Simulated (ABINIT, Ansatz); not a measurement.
# Converging GW for TiNF (Pmmn) in ABINIT, part 2 of 2

Aim: raise bands and screening cutoff together for TiNF (Pmmn) and follow gap and time.

ABINIT 10.8.3; LDA and many-body steps on it, plane waves. Known limits of the many-body steps: not at the basis limit; coarse k mesh.

So far. Step 3 (Screening, 4×2×1 mesh, 43 bands, screening to 62.6 eV): Local fields lower ε∞ by 7 %. On a Γ-centred mesh this coarse the value itself is usually too large, while a short band sum pulls it down. Step 4 (43 bands, 62.6 eV): The gap on the mesh goes from 0.65 eV to 1.65 eV, a correction of +1.00 eV.

## (6) 87 bands, 114.3 eV

This step: G0W0 on LDA, plane waves, norm-conserving pseudopotentials.

run.abi

```
acell 3*1.0 Angstrom
rprim 
  3.062004000000 0.000000000000 0.000000000000
  0.000000000000 3.964387000000 0.000000000000
  0.000000000000 0.000000000000 7.870826000000
ntypat 3
znucl 22 7 9
natom 6
typat 1 1 2 2 3 3
xred 
  0.500000000000 0.000000000000 0.895914000000
  0.000000000000 0.500000000000 0.104086000000
  0.500000000000 0.500000000000 0.939316000000
  0.000000000000 0.000000000000 0.060684000000
  0.000000000000 0.000000000000 0.724624000000
  0.500000000000 0.500000000000 0.275376000000
pp_dirpath "pseudos"
pseudos "Ti.upf, N.upf, F.upf"
ecut 38
ngkpt 4 2 1
nshiftk 1
shiftk 0 0 0
kptopt 1
chksymbreak 0
istwfk *1
occopt 1
irdwfk 1
optdriver 4
nband 87
gwcalctyp 0
ecutsigx 38
symsigma 1
nkptgw 1
kptgw 
  0.0000000000 0.0000000000 0.0000000000
bdgw 
  23 26
ecuteps 4.2
irdscr 1
ppmodel 1
indata_prefix "in"
outdata_prefix "out"
tmpdata_prefix "tmp"
```

On the command line:

```bash
OMP_NUM_THREADS=1 mpirun -n 4 abinit run.abi > log
```

Numbers of over 12 decimals in the logs are rounded to 6 here.

Output:

```text
.Version 10.8.3 of ABINIT. v10.8.2 released Aug 2026.

 Symmetries : space group Pm m n (# 59); Bravais oP (primitive ortho.)
[... echo of the input left out ...]
== DATASET  1 ==================================================================
-   mpi_nproc: 4, omp_nthreads: 1 (-1 if OMP is not activated)

--- !DatasetInfo
iteration_state: {dtset: 1, }
dimensions: {natom: 6, nkpt: 6, mband: 87, nsppol: 1, nspinor: 1, nspden: 1, mpw: 7264, }
cutoff_energies: {ecut:  38.0, pawecutdg:  -1.0, }
electrons: {nelect:   4.80000000E+01, charge:   0.00000000E+00, occopt:   1.00000000E+00, tsmear:   1.00000000E-02, }

 SIGMA: Calculation of the GW corrections

 Based on a program developped by R.W. Godby, V. Olevano, G. Onida, and L. Reining.
 Incorporated in ABINIT by V. Olevano, G.-M. Rignanese, and M. Torrent.
.Using double precision arithmetic ; gwpc =  8

[... cell and pseudopotentials left out ...]
--------------------------------------------------------------------------------

 ==== K-mesh for the wavefunctions ====
 Number of points in the irreducible wedge :     6
[... list of points left out ...]
 Together with  8 symmetry operations and time-reversal symmetry
 yields     8 points in the full Brillouin Zone.

 ==== Q-mesh for screening function ====
 Number of points in the irreducible wedge :     6
[... list of points left out ...]
 Together with  8 symmetry operations and time-reversal symmetry
 yields     8 points in the full Brillouin Zone.

 vcoul_init : cutoff-mode = AUXILIARY_FUNCTION
 q-points for optical limit:   1
     1)      0.000010    0.000020    0.000030
 setmesh: FFT mesh size selected  =    40x   48x   90
          total number of points  =       172800

 Number of electrons calculated from density =   48.0000; Expected =   48.0000
[...]
number of k-points in IBZ                           6
 number of q-points in IBZ                           6
 number of symmetry operations                       8
 number of k-points in BZ                            8
 number of q-points in BZ                            8
 number of frequencies for dSigma/dE                 9
 frequency step for dSigma/dE [eV]                0.25
 number of omega for Sigma on real axis              0
 max omega for Sigma on real axis  [eV]           0.00
 zcut for avoiding poles [eV]                     0.10

 EPSILON^-1 parameters (SCR file):
 dimension of the eps^-1 matrix on file            283
 dimension of the eps^-1 matrix used               283
 number of plane-waves for wavefunctions          7201
 number of bands                                    87
 number of q-points in IBZ                           6
 number of frequencies                               2
 number of real frequencies                          1
 number of imag frequencies                          1

 matrix elements of self-energy operator (all in [eV])

 Perturbative Calculation

--- !SelfEnergy_ee
iteration_state: {dtset: 1, }
kpoint     : [   0.000,    0.000,    0.000, ]
spin       : 1
KS_gap     :    0.650
QP_gap     :    1.690
Delta_QP_KS:    1.040
data: !SigmaeeData |
     Band     E0 <VxcDFT>   SigX SigC(E0)      Z dSigC/dE  Sig(E)    E-E0       E
       23   0.845 -18.918 -21.915   3.737   0.745  -0.341 -18.366   0.552   1.396
       24   2.090 -18.198 -20.429   3.139   0.746  -0.341 -17.520   0.677   2.768
       25   2.741 -19.714 -12.313  -5.100   0.746  -0.340 -17.997   1.717   4.458
       26   3.491 -20.364 -12.138  -5.810   0.738  -0.354 -18.580   1.784   5.275

== END DATASET(S) ==============================================================
================================================================================

 -outvars: echo values of variables after computation  --------
           etotal      0.0000000000E+00
            nband          87
             nkpt           6
          spgroup          59
 [... the other variables as echoed above ...]

 Calculation completed.
```

Run time: 6.8 s. Hardware: 4 MPI ranks of Arm Neoverse V1, shared host; peak memory 0.8 GiB; 26 s of CPU time.

This step gave:

| Item | Value |
| --- | --- |
| G0W0 gap on the points computed | 1.690 eV |
| starting gap on the mesh | 0.6504 eV |
| k of the valence top | 0, 0, 0 |
| k of the conduction bottom | 0, 0, 0 |
| Z at the valence top | 0.746 |
| Z at the conduction bottom | 0.746 |
| least direct G0W0 gap on the computed points | 1.690 eV |

Against G0W0 in ABINIT (4×2×1 mesh, 43 bands, screening to 62.6 eV, Godby-Needs plasmon pole), the gap moves by +0.038 eV.

## (7) Screening, 4×2×1 mesh, 179 bands, screening to 176.9 eV

This step: RPA screening on LDA, plane waves, norm-conserving pseudopotentials.

run.abi: that of step 6 with these lines changed.

```diff
@@ -27,15 +27,8 @@
 irdwfk 1
-optdriver 4
-nband 87
-gwcalctyp 0
-ecutsigx 38
-symsigma 1
-nkptgw 1
-kptgw 
-  0.0000000000 0.0000000000 0.0000000000
-bdgw 
-  23 26
-ecuteps 4.2
-irdscr 1
-ppmodel 1
+optdriver 3
+nband 179
+ecuteps 6.5
+inclvkb 2
+awtr 1
+symchi 1
 indata_prefix "in"
```

Output:

```text
.Version 10.8.3 of ABINIT. v10.8.2 released Aug 2026.

 Symmetries : space group Pm m n (# 59); Bravais oP (primitive ortho.)
[... echo of the input left out ...]
== DATASET  1 ==================================================================
-   mpi_nproc: 4, omp_nthreads: 1 (-1 if OMP is not activated)

--- !DatasetInfo
iteration_state: {dtset: 1, }
dimensions: {natom: 6, nkpt: 6, mband: 179, nsppol: 1, nspinor: 1, nspden: 1, mpw: 7264, }
cutoff_energies: {ecut:  38.0, pawecutdg:  -1.0, }
[...]
--------------------------------------------------------------------------------
[... chi0 elements left out ...]
 For q-point:  0.000010 0.000020 0.000030
  dielectric constant =  12.1455
  dielectric constant without local fields =  13.2680

  Average fulfillment of the sum rule on Im[epsilon] for q-point    1 :     63.33  [%]
[... wings left out ...]
  q-point number  2        q = ( 0.250000, 0.000000, 0.000000) [r.l.u.]
--------------------------------------------------------------------------------
[... chi0 elements left out ...]
  Average fulfillment of the sum rule on Im[epsilon] for q-point    2 :     67.42  [%]

 [... 4 further q-points ...]
```

Wall time 89 s (4 MPI ranks); peak memory 1.6 GiB.

This step gave:

| Item | Value |
| --- | --- |
| ε∞ with local fields, on this mesh, along the program's q direction | 12.15 |
| the same without local fields | 13.27 |
| plasma frequency | 26.32 eV |
| plane waves in the screening matrix | 523 |

## (8) 179 bands, 176.9 eV

This step: G0W0 on LDA, plane waves, norm-conserving pseudopotentials.

run.abi: that of step 7 with these lines changed.

```diff
@@ -27,8 +27,15 @@
 irdwfk 1
-optdriver 3
+optdriver 4
 nband 179
+gwcalctyp 0
+ecutsigx 38
+symsigma 1
+nkptgw 1
+kptgw 
+  0.0000000000 0.0000000000 0.0000000000
+bdgw 
+  23 26
 ecuteps 6.5
-inclvkb 2
-awtr 1
-symchi 1
+irdscr 1
+ppmodel 1
 indata_prefix "in"
```

Output:

```text
.Version 10.8.3 of ABINIT. v10.8.2 released Aug 2026.

 Symmetries : space group Pm m n (# 59); Bravais oP (primitive ortho.)
[... echo of the input left out ...]
== DATASET  1 ==================================================================
-   mpi_nproc: 4, omp_nthreads: 1 (-1 if OMP is not activated)

--- !DatasetInfo
iteration_state: {dtset: 1, }
dimensions: {natom: 6, nkpt: 6, mband: 179, nsppol: 1, nspinor: 1, nspden: 1, mpw: 7264, }
cutoff_energies: {ecut:  38.0, pawecutdg:  -1.0, }
[...]
24   2.090 -18.198 -20.429   2.655   0.743  -0.346 -17.883   0.315   2.405
       25   2.741 -19.714 -12.313  -5.513   0.747  -0.339 -18.304   1.410   4.151
       26   3.491 -20.364 -12.138  -6.179   0.738  -0.355 -18.853   1.511   5.002

== END DATASET(S) ==============================================================
================================================================================

 -outvars: echo values of variables after computation  --------
           etotal      0.0000000000E+00
            nband         179
             nkpt           6
          spgroup          59
 [... the other variables as echoed above ...]

 Calculation completed.
```

Run time: 19 s. Hardware: 4 MPI ranks; peak memory 1.6 GiB; 73 s of CPU time.

This step gave:

```
G0W0 gap on the points computed              : 1.746 eV
starting gap on the mesh                     : 0.6504 eV
k of the valence top                         : 0, 0, 0
k of the conduction bottom                   : 0, 0, 0
least direct G0W0 gap on the computed points : 1.746 eV
```

Against G0W0 in ABINIT (4×2×1 mesh, 87 bands, screening to 114.3 eV, Godby-Needs plasmon pole), the gap moves by +0.056 eV.

## (9) The runs together

Times are wall times on 4 MPI ranks of Arm Neoverse V1, shared host, good to a factor of about two. A run's time includes the screening step that it read.

```csv
run,mesh,bands,screening cutoff (eV),DFT gap (eV),gap on the mesh (eV),direct (eV),ε∞ used,time
"43 bands, 62.6 eV",4×2×1,43,62.6,0.650,1.652,1.652,12.16,16 s
"87 bands, 114.3 eV",4×2×1,87,114.3,0.650,1.690,1.690,12.14,37 s
"179 bands, 176.9 eV",4×2×1,179,176.9,0.650,1.746,1.746,12.15,1.8 min
```

## (10) Summary of results

* 43 bands, 62.6 eV: 1.652 eV
* 87 bands, 114.3 eV: 1.690 eV
* 179 bands, 176.9 eV: 1.746 eV
* known limits: not at the basis limit; coarse k mesh

In words: From the first rung to the last the gap moves by +0.09 eV for 6.9 times the time. The steps are not yet shrinking, so no limit is drawn. In the G0W0 runs levels were corrected at 1 k point alone, so a gap called «on the mesh» is the least over those, and an edge elsewhere would be missed. The 4×2×1 mesh is coarse for this cell, which bears on the long-range parts of exchange and screening.

[Paths, hosts, dates, memory and timing lines, banners, echoed tables and standing remarks are left out of the program output.]

[Logs are printed without paths, hosts, clocks, repeated set-up lines and the standing remarks that a program may print on its own settings, such as how far it seeks lower states.]

[Runs of the session that timed out or met a known fault of the program may be left out.]

[Hosts, paths, dates, database ids (printed as entryN), source tags and the programs' standing remarks are cut or masked in the printed files.]

[G0W0 gaps are taken among the corrected bands and points alone; a level outside them can change the order at an edge.]

[Where Ansatz stands beside ABINIT at settings called matched, ABINIT's density can come from a denser mesh and the files from another edition; pairs whose starting gaps differed by over 0.03 eV were left out, so agreement reads better than it is.]
